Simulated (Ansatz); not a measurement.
# KBr (Fm-3m): from the cell to its phonons, part 3 of 3

The cell of KBr (Fm-3m) is at rest. What are its phonons? After the zone centre comes a 4×4×4 q mesh on a 8×8×8 k mesh.

Ansatz 0.2.0; DFT PBE, scalar-relativistic, plane waves, PAW; PAW set soft_1.

So far, highest frequency on the path or at a solved wavevector (cm⁻¹): step 3 (phonons on a q mesh) 151.

**4. The same by displaced supercells**

Finite displacements in a 2×2×2 supercell give force constants from forces alone. They are exact at the wavevectors that the supercell holds, where they check the linear-response result.

File input.yaml:

```yaml
crystal:
  lattice:
    - [0.0, 3.3528531246, 3.3528531246]
    - [3.3528531246, 0.0, 3.3528531246]
    - [3.3528531246, 3.3528531246, 0.0]
  atoms:
    - { symbol: K, position: [0.0, 0.0, 0.0] }
    - { symbol: Br, position: [0.5, 0.5, 0.5] }
kpoints:
  mp_grid: { grid: [8, 8, 8] }
hamiltonian:
  xc: pbe
  pseudopotentials: { kind: paw, azcp: { folder: soft_1 } }
scf:
  occupations: { method: fixed }
output:
  eigenvalues: true
phonons:
  method: fd
  supercell: [2, 2, 2]
  temperatures: { t_max: 1000, t_step: 50 }
  qpath:
    path:
      - [[0.0, 0.0, 0.0], [0.5, 0.0, 0.5], [0.625, 0.25, 0.625]]
      - [[0.375, 0.375, 0.75], [0.0, 0.0, 0.0], [0.5, 0.5, 0.5], [0.5, 0.25, 0.75], [0.5, 0.0, 0.5]]
    npoints: 10
  non_analytic_term:
    high_frequency_dielectric_tensor: [[2.4978, 0.0, 0.0], [0.0, 2.4978, 0.0], [0.0, 0.0, 2.4978]]
    born_effective_charges:
      - { species: K, tensor: [[1.1355, 0.0, 0.0], [0.0, 1.1355, 0.0], [0.0, 0.0, 1.1355]] }
      - { species: Br, tensor: [[-1.1355, 0.0, 0.0], [0.0, -1.1355, 0.0], [0.0, 0.0, -1.1355]] }
    source: "zone-centre run at this cell"
```

Run with:

```bash
ansatz run input.yaml --threads 4 --pin off --max-ram 10240MiB --backend cpu --events-out ev --progress --plain --runs-dir out
```

Numbers of over 12 decimals in the logs are rounded to 6 here.

The log of the run:

```text
[...]
Crystal: 16 atoms, lattice volume = 603.064 Å³
Basis set: ecut = 420 eV, 11791 PW (Γ), exchange–correlation on 128×128×128 points (8 copies of the dense FFT grid, shifted against one another)
Bands: 80, of which v1, the nominal top of the filled ones, is band 64 counted from 1 (63 counted from 0)
Symmetry: 384 space group operations
k-points: 8 of 64
[...]
SCF iter   1: F=—  HF=-34596.148716 eV  |F-HF|=—  |Δ(HF+E_count)|=         —  Δρ=1.95e-8  dr2=2.19e-12  ethr=1.00e-12  ⟨swp⟩=3.0  Hψ=1603  notcnv=0
[...]
SCF iter   2: F=-34596.148716 eV  HF=-34596.148716 eV  |F-HF|=0.00e0  |Δ(HF+E_count)|=  2.18e-11  Δρ=8.98e-9  dr2=3.34e-13  ethr=1.00e-12  ⟨swp⟩=3.0  Hψ=1488  notcnv=0
SCF 1 converged in 2 iterations: F = -34596.148716 eV  dr2 = 3.34e-13
[...]
Symmetry: 8 space group operations
k-points: 13 of 64 (time reversal used)
iter 1 solved again at ethr=1.19e-9 eV; its pass at ethr=3.10e-3 eV (dr2=1.52e-6 eV) is discarded
SCF iter   1: F=—  HF=-34596.148804 eV  |F-HF|=—  |Δ(HF+E_count)|=         —  Δρ=4.13e-5  dr2=1.65e-5  ethr=1.19e-9  ⟨swp⟩=3.0  Hψ=4130  notcnv=0  defer=120
eigensolver tolerance schedule calibrated: the retry pair's looser diagonalisation under-reported the residual by θ = 0.91 (0.14/decade); ethr = c·dr2/N_el runs at the constant in force after the calibration composes with the one it found (an armed cap, an earlier calibration), c = 5.0e-2
[...]
SCF iter   2: F=—  HF=-34596.148712 eV  |F-HF|=—  |Δ(HF+E_count)|=   9.21e-5  Δρ=1.28e-5  dr2=1.46e-6  ethr=1.19e-9  ⟨swp⟩=2.1  Hψ=1747  notcnv=0  defer=120
[...]
SCF iter   7: F=-34596.148712 eV  HF=-34596.148712 eV  |F-HF|=7.28e-12  |Δ(HF+E_count)|=  7.28e-12  Δρ=8.10e-9  dr2=5.30e-13  ethr=1.00e-12  ⟨swp⟩=5.0  Hψ=3931  notcnv=0
SCF 2 converged in 7 iterations: F = -34596.148712 eV  dr2 = 5.30e-13
[...]
SCF iter   6: F=-34596.148712 eV  HF=-34596.148712 eV  |F-HF|=7.28e-12  |Δ(HF+E_count)|=  1.09e-10  Δρ=2.75e-8  dr2=5.86e-12  ethr=1.00e-12  ⟨swp⟩=5.2  Hψ=4319  notcnv=0
SCF 3 converged in 6 iterations: F = -34596.148712 eV  dr2 = 5.86e-12
[...]
SCF converged after 2 iterations
Free energy (F): -34596.148716 eV
[...]
Internal energy: -34596.148716 eV  (E = F + TS)
E sigma→0 (E₀):  -34596.148716 eV
Fermi energy:    0.763690 eV
[...]
--- Band table (eV; the first three rows and the last of 8) ---
  k-point 0: bands = [... 60 lower, 0.4953, 0.7637, 0.7637, 0.7637, 5.0745, 6.6774, 6.6774, 6.6774, ... 12 higher]
  k-point 1: bands = [... 60 lower, 0.5080, 0.5588, 0.7174, 0.7174, 5.4474, 6.9100, 6.9100, 6.9100, ... 12 higher]
  k-point 2: bands = [... 60 lower, 0.6100, 0.6100, 0.6100, 0.6100, 6.2858, 6.2858, 7.3890, 7.3890, ... 12 higher]
  k-point 7: bands = [... 60 lower, 0.5447, 0.5447, 0.5447, 0.5447, 6.8331, 6.8331, 6.8331, 6.8331, ... 12 higher]
--- Phonons: 2 displaced members + reference (amplitude 0.0025 Å, Σ member SCF iterations 13) ---
  symmetry images taken by strict's conditions (phonons.symmetry_images: auto; settled by no image being taken that strict refuses)
  ASR residual: 8.384e-5 → 0.000e0 eV/Å²; symmetrization residual: 1.441e-4 eV/Å²
  largest component of a force at the reference: 3.9e-28 eV/Å
  ASR residual per site (eV/Å²): 8.38e-5 3.83e-5
  Γ frequencies (cm⁻¹): 0.00 0.00 0.00 100.25 100.25 100.25
[...]
```

Wall time 27 s (4 threads of Arm Neoverse V1, shared host); peak memory 1.5 GiB.

Numbers from this step:

- atoms in the supercell: 16
- sum-rule residual before enforcement: 8.38e-5 eV/Å²

Interpolated from a 2×2×2 supercell, with the LO-TO term (at Γ the limit along the path; where Γ stands inside the path, tables give the limit on arrival). Phonon branches along the path, in cm⁻¹:

```
    point  branch 1  branch 2  branch 3  branch 4  branch 5  branch 6
        Γ         0         0         0       100       100       151
  halfway        33        33        72       104       104       126
        X        42        42        72       104       104       111
  halfway        44        50        70       102       105       111
        U        50        65        66        97       109       111
jump to K        50        65        66        97       109       111
  halfway        39        54        68        86       106       136
        Γ         0         0         0       100       100       151
  halfway        41        41        58        95        95       145
        L        63        63        86        86        88       135
  halfway        59        60        78        91       100       123
        W        59        59        68        96       109       109
  halfway        48        55        69       101       106       111
        X        42        42        72       104       104       111
```

The phonon branches as a text plot (rows in cm⁻¹):

```
    148 |***                      **********
    142 |   *                    *          ***
    136 |    **                 *              ****
    129 |                      *                   ***
    123 |      *             **                       *
    117 |       *           *                          **
    110 |        ***************                         ********
    104 |  **************       *****                  **    ****
     98 |**             ***         *********        **  *****
     91 |                  *     ***         ***  *******
     85 |                   *****              ******
     79 |       ****        ***                      **
     72 |      *    ****   *   *              *        **     ***
     66 |               ***     *            *           *****
     60 |    **            ***** *          *  ***************
     54 |               *  **** *             *             * *
     47 |   *          ****    * ***       * *               ***
     41 |        *******        *           *                  **
     35 |  *   **                ***      **
     28 |    **                     *     *
     22 |   *                     ***    *
     16 | **                        **   *
      9 | *                          *  *
      3 |*                            **
         Γ           X  U|K            Γ         L        W     X
```

Tetrahedra on a 16×16×16 mesh, mean over bins of 2 cm-1. Interpolated from a 2×2×2 supercell. The phonon density of states by wavenumber; read off at these points:

```
wavenumber (cm⁻¹)  phonon density of states (1/cm⁻¹/cell)
              1.0                                  1.0e-5
              9.0                                  4.4e-4
             15.0                                 0.00197
             23.0                                 0.00574
             29.0                                  0.0105
             37.0                                  0.0232
             43.0                                  0.0538
             51.0                                  0.0671
             57.0                                  0.0912
             59.0                                  0.0689
             61.0                                   0.139
             65.0                                  0.0157
             73.0                                  0.0605
             77.0                                  0.0821
             79.0                                  0.0504
             87.0                                  0.0531
             93.0                                  0.0784
            101.0                                   0.101
            105.0                                   0.125
            109.0                                  0.0292
            111.0                                  0.0602
            115.0                                  0.0340
            123.0                                  0.0285
            129.0                                  0.0275
            137.0                                  0.0186
            143.0                                  0.0111
            151.0                                  6.4e-4
```

At Γ the two methods differ by at most 0.0 cm⁻¹.

**5. Summary of results**

| Quantity | Value |
| --- | --- |
| space group (within 0.01 Å) | Fm-3m |
| volume per atom | 37.7 Å³ |
| gap on the k-mesh | 4.31 eV |
| highest optical mode at the zone centre (no LO-TO term) | 100 cm⁻¹ |
| top of the zone-centre spectrum with the field | 151 cm⁻¹ |
| lowest optical zone-centre mode | 100 cm⁻¹ |
| mean high-frequency dielectric constant | 2.50 |
| mean static dielectric constant | 5.69 |
| largest Born charge (third of the trace) | 1.14 e |
| lowest mode on the q mesh (acoustic modes at Γ apart) | 30.6 cm⁻¹ |
| highest frequency on the path or at a solved wavevector | 151 cm⁻¹ |
| zero-point energy per atom | 15.3 meV |
| heat capacity at 300 K | 24.6 J/(mol atoms K) |
| vibrational entropy at 300 K | 50.0 J/(mol atoms K) |
| Debye temperature (second moment) | 162 K |
| imaginary modes on the 4×4×4 q mesh | none |

**Reading.** The structure is a minimum as far as tested: no mode is imaginary at the 8 irreducible wavevectors of the 4×4×4 mesh, and the softest away from the acoustic zeros lies at 31 cm⁻¹. Without the field, the optical modes at Γ form one degenerate level at 100 cm⁻¹. The highest mode in this list at Γ, 100.2 cm⁻¹, has its largest share on K (67 % of the kinetic energy). With the macroscopic field of the longitudinal modes the top of the zone-centre spectrum lies at 151 cm⁻¹, against 100 cm⁻¹ without it. Lattice motion raises the mean dielectric constant from 2.498 to 5.688. The strongest infrared line is at 100 cm⁻¹. Finite displacements and linear response differ by 0.0 cm⁻¹ in the highest zone-centre mode. These are harmonic frequencies at zero temperature: anharmonic shifts, linewidths and thermal expansion are left out.

[Logs are printed without paths, hosts, clocks, repeated set-up lines and the standing remarks that a program may print on its own settings, such as how far it seeks lower states.]

[Hosts, paths, dates, database ids (printed as entryN), source tags and the programs' standing remarks are cut or masked in the printed files.]
